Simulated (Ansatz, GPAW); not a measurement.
# A 9-layer slab of Nb(100): work function by functional and basis, part 3 of 3

How far do functional and basis move the work function of a 9-layer slab of Nb(100)?

GPAW 26.7.0 and Ansatz 0.2.0; Ansatz plane waves; slab in vacuum with a dipole correction, relaxation (the session's first sound run).

So far, upper work function (eV): step 2 (relaxing the atoms, PBE) 3.62; step 6 (self-consistent run: xc = "LDA") 3.90; step 7 (self-consistent run: xc = "vdW-DF2", GPAW, PAW setups, GPAW) 4.07; step 8 (OptPBE vdW: xc = "optPBE-vdW", GPAW, PAW setups, GPAW) 3.86; step 9 (real-space grid: mode = "fd", PBE, GPAW) 3.62.

## (11) A second plane-wave code

A second program with its own datasets checks the number independently.

This step: Ansatz plane waves; slab in vacuum with a dipole correction (Ansatz 0.2.0).

Input file input.yaml:

```yaml
crystal:
  lattice:
    - [3.3, 0.0, 0.0]
    - [0.0, 3.3, 0.0]
    - [0.0, 0.0, 29.2]
  atoms:
    - { symbol: Nb, position: [0.0, 0.0, 0.2739726027] }
    - { symbol: Nb, position: [0.5, 0.5, 0.3304794521] }
    - { symbol: Nb, position: [0.0, 0.0, 0.3869863014] }
    - { symbol: Nb, position: [0.5, 0.5, 0.4434931507] }
    - { symbol: Nb, position: [0.0, 0.0, 0.5006522118] }
    - { symbol: Nb, position: [0.5, 0.5, 0.5563582369] }
    - { symbol: Nb, position: [0.0, 0.0, 0.61505931] }
    - { symbol: Nb, position: [0.5, 0.5, 0.6716584993] }
    - { symbol: Nb, position: [0.0, 0.0, 0.7218616967] }
kpoints:
  mp_grid: { grid: [10, 10, 1] }
hamiltonian:
  xc: pbe
scf:
  occupations: { method: fermi_dirac, width: 0.1 }
efield:
  axis: 3
  dipole_correction: true
  ramp_width: 0.05
output:
  forces: true
  write_potential: true
  write_density: true
  volumetric_format: npy
```

Started as:

```console
$ ansatz run input.yaml --threads 4 --pin off --max-ram 8192MiB --backend cpu --events-out ev --progress --plain --runs-dir out
```

Numbers of over 12 decimals in the logs are rounded to 6 here.

Output:

```text
[...]
Crystal: 9 atoms, lattice volume = 317.988 Å³
Basis set: ecut = 420 eV, 6257 PW (Γ), exchange–correlation on 48×48×400 points (8 copies of the dense FFT grid, shifted against one another)
Bands: 71, of which v1, the nominal top of the filled ones, is band 59 counted from 1 (58 counted from 0)
Symmetry: 8 space group operations
[...]
k-points: 21 of 100
[...]
SCF iter   1: F=—  HF=-40967.956352 eV  |F-HF|=—  |Δ(HF+E_count)|=         —  Δρ=1.70e-2  dr2=3.45e1  ethr=1.77e-3  p=-0.008 e·Å  D=-4.68e-3 V/Å  ΔV_dip=0.14 eV  dr2_dipole=1.29e-1  V_vac-E_F(+/−)=4.45/4.31 eV  ⟨swp⟩=8.6  Hψ=6816  notcnv=0
[...]
SCF iter  10: F=-40967.444906 eV  HF=-40967.444907 eV  |F-HF|=5.33e-8  |Δ(HF+E_count)|=   9.95e-9  Δρ=1.15e-6  dr2=5.82e-8  ethr=8.55e-11  p=0.007 e·Å  D=4.11e-3 V/Å  ΔV_dip=-0.12 eV  dr2_dipole=1.07e-10  V_vac-E_F(+/−)=3.62/3.74 eV  ⟨swp⟩=15.4  Hψ=12178  notcnv=0
SCF 1 converged in 10 iterations: F = -40967.444906 eV  dr2 = 5.82e-8
[...]
SCF converged after 10 iterations
Free energy (F): -40967.444906 eV
[...]
Internal energy: -40967.066486 eV  (E = F + TS)
E sigma→0 (E₀):  -40967.255696 eV
Entropy (-TS):   -0.378420 eV (-42.047 meV/atom)
Fermi energy:    7.441002 eV
Dipole field:    D = 0.004124 V/Å  (p = 0.007248 e·Å, saw-weighted, corrected)
Work function:   Φ+ = 3.6190 eV   Φ− = 3.7394 eV
[...]
--- Forces (eV/Å), atoms counted from 1 ---
  atom   1  Nb     0.00000000     0.00000000     0.98396463
  atom   2  Nb     0.00000000     0.00000000    -0.84009062
  atom   3  Nb     0.00000000     0.00000000    -0.51476481
  atom   4  Nb    -0.00000000     0.00000000     0.37034866
  atom   5  Nb     0.00000000     0.00000000    -0.00003801
  atom   6  Nb     0.00000000     0.00000000     0.00063290
  atom   7  Nb    -0.00000000     0.00000000     0.00342174
  atom   8  Nb     0.00000000     0.00000000    -0.00574041
  atom   9  Nb    -0.00000000     0.00000000     0.00226274
  max |Σ_I F_I| component: 3.18e-6 eV/Å
--- Band table (eV; the first three rows and the last of 21) ---
  k-point 0: bands = [... 55 lower, 7.6904, 7.6989, 7.6989, 7.7719, 7.7719, 7.9255, 7.9255, 7.9255, ... 8 higher]
  k-point 1: bands = [... 55 lower, 7.4488, 7.5435, 7.5821, 7.6947, 7.8218, 7.9118, 7.9663, 8.1352, ... 8 higher]
  k-point 2: bands = [... 55 lower, 7.0852, 7.2837, 7.4136, 7.4963, 7.6312, 7.6955, 8.2133, 8.3669, ... 8 higher]
  k-point 20: bands = [... 55 lower, 6.9695, 6.9695, 7.8036, 7.8036, 8.8253, 8.8253, 9.6476, 9.6532, ... 8 higher]
```

The job ended after 31 s (4 threads of Arm Neoverse N1, shared host; peak memory 0.92 GiB).

The column dr2 measures how far the density is from self-consistency, as an energy; F and HF (Harris–Foulkes) agree once it is small.

Numbers from this step:

* upper work function: 3.619 eV
* lower work function: 3.739 eV
* dipole along the normal: 0.007248 e·Å
* dipole field: 0.004124 V/Å

The electrostatic potential energy of an electron (with the applied field's), less the Fermi level, planar mean oscillates, so the rows of the table below give means over windows of 1.61 Å about each position, cut where the curve ends. Its maxima inside the range that stand out by 2 % of the span (Å: eV): 8.9: -7.12, 10.5: -7.04, 12.1: -6.97, 13.7: -6.73, 15.5: -7.33, 17.1: -6.05, 18.8: -7.03, 20.3: -10.1. Its minima: 8.0: -15.0, 9.6: -14.7, 11.2: -14.7, 13.0: -14.6, 14.6: -14.6, 16.2: -14.6, 18.0: -14.8, 19.6: -14.7, 21.0: -15.2.

Table of electrostatic potential energy of an electron (with the applied field's), less the Fermi level, planar mean by z; means over each step:

z (Å), electrostatic potential energy of an electron (with the applied field's), less the Fermi level, planar mean (eV) and a bar from the least value:
```
     0.81        3.7 ##############################
     2.42        3.7 ##############################
     4.02        3.7 ##############################
     5.63        3.3 #############################
     7.24       -5.4 #############
     8.85      -11.0 ###
    10.46      -10.9 ###
    12.07      -10.9 ###
    13.68      -10.6 ####
    15.29      -11.1 ###
    16.90      -10.3 ####
    18.51      -11.0 ###
    20.12      -12.7 
    21.73       -6.4 ############
    23.34        3.2 #############################
    24.95        3.6 ##############################
    26.56        3.6 ##############################
    28.17        3.6 ##############################
```

The valence density, planar mean oscillates, so the rows of the table below give means over windows of 1.61 Å about each position, cut where the curve ends. Its maxima inside the range that stand out by 2 % of the span (Å: e/Å³): 8.0: 0.939, 9.6: 0.958, 11.2: 0.955, 13.0: 0.956, 14.6: 0.960, 16.2: 0.956, 18.0: 0.955, 19.6: 0.974, 21.0: 0.960. Its minima: 8.8: 0.450, 10.5: 0.437, 12.1: 0.433, 13.7: 0.430, 15.5: 0.455, 17.1: 0.393, 18.8: 0.438, 20.3: 0.596.

Valence density, planar mean against z; means over each step:

```tsv
z (Å)	valence density, planar mean (e/Å³)
2.42	1.2e-5
4.02	3.5e-4
5.63	0.00944
7.24	0.392
8.85	0.717
10.46	0.717
12.07	0.717
13.68	0.708
15.29	0.730
16.90	0.686
18.51	0.717
20.12	0.814
21.73	0.453
23.34	0.0111
24.95	3.9e-4
26.56	1.3e-5
```

Force by atom:

```tsv
atom	x (eV/Å)	y (eV/Å)	z (eV/Å)	size
Nb1	0.000	0.000	0.984	0.984
Nb2	0.000	0.000	-0.840	0.840
Nb3	0.000	0.000	-0.515	0.515
Nb4	0.000	0.000	0.370	0.370
Nb5	0.000	0.000	0.000	0.000
Nb6	0.000	0.000	0.001	0.001
Nb7	0.000	0.000	0.003	0.003
Nb8	0.000	0.000	-0.006	0.006
Nb9	0.000	0.000	0.002	0.002
```

The upper face's work function is 3.619 eV, against 3.625 eV in the first plane-wave PBE run at this geometry.

## (12) Side by side

Results and costs are gathered.

This step: comparison of work functions, dipole and cost (GPAW 26.7.0).

Ladder, by row:

```tsv
step	code	work function, upper (eV)	work function, lower (eV)	dipole (e Å)	wall time (s)	peak memory (GiB)	threads
pw	GPAW	3.625	3.746	0.007378	1282	0.42	1
RPBE	GPAW	3.47	3.595	0.007654	1401	0.42	1
revPBE	GPAW	3.487	3.614	0.007695	1415	0.42	1
LDA	GPAW	3.9	4.006	0.006506	1185	0.42	1
vdW-DF2	GPAW	4.066	4.156	0.00553	1266	0.59	1
optPBE-vdW	GPAW	3.864	3.969	0.006373	1237	0.59	1
fd	GPAW	3.624	3.745	0.007312	8400	3	1
ansatz	Ansatz	3.619	3.739	0.007248	31	0.921	4
```

## (13) Summary of results

```json
{
  "work function, upper and lower face": "3.625 and 3.746 eV",
  "dipole along the normal": "0.00738 e Å"
}
```

**Reading.** With plane waves and PBE the work function is 3.62 eV on the upper face and 3.75 eV on the lower. The two faces differ by 0.12 eV, the step that the slab's dipole makes (e p/(ε0 A) gives 0.12 eV), so the dipole layer is needed. The lowest atoms were held at bulk positions, which alone makes the faces unlike. The measured value for this face is 3.97 eV (as compiled in "Anisotropic work function of elemental crystals", 2019, arxiv:1902.07811); the relaxed upper face lies 0.35 eV under it with PBE, and LDA comes nearest (3.90 eV). Measured work functions scatter by a tenth of an eV or more between methods. Over the sound runs of the table the upper face's work function spans 3.470 (RPBE) to 4.066 eV (vdW-DF2). The two plane-wave codes differ by 0.0057 eV on the upper face. The in-plane lattice was kept as typed, which isn't the functional's own and leaves some strain; spin-orbit coupling and temperature are left out.

[Logs are printed without paths, hosts, clocks, repeated set-up lines and the standing remarks that a program may print on its own settings, such as how far it seeks lower states.]

[Hosts, paths, dates, database ids (printed as entryN), source tags and the programs' standing remarks are cut or masked in the printed files.]
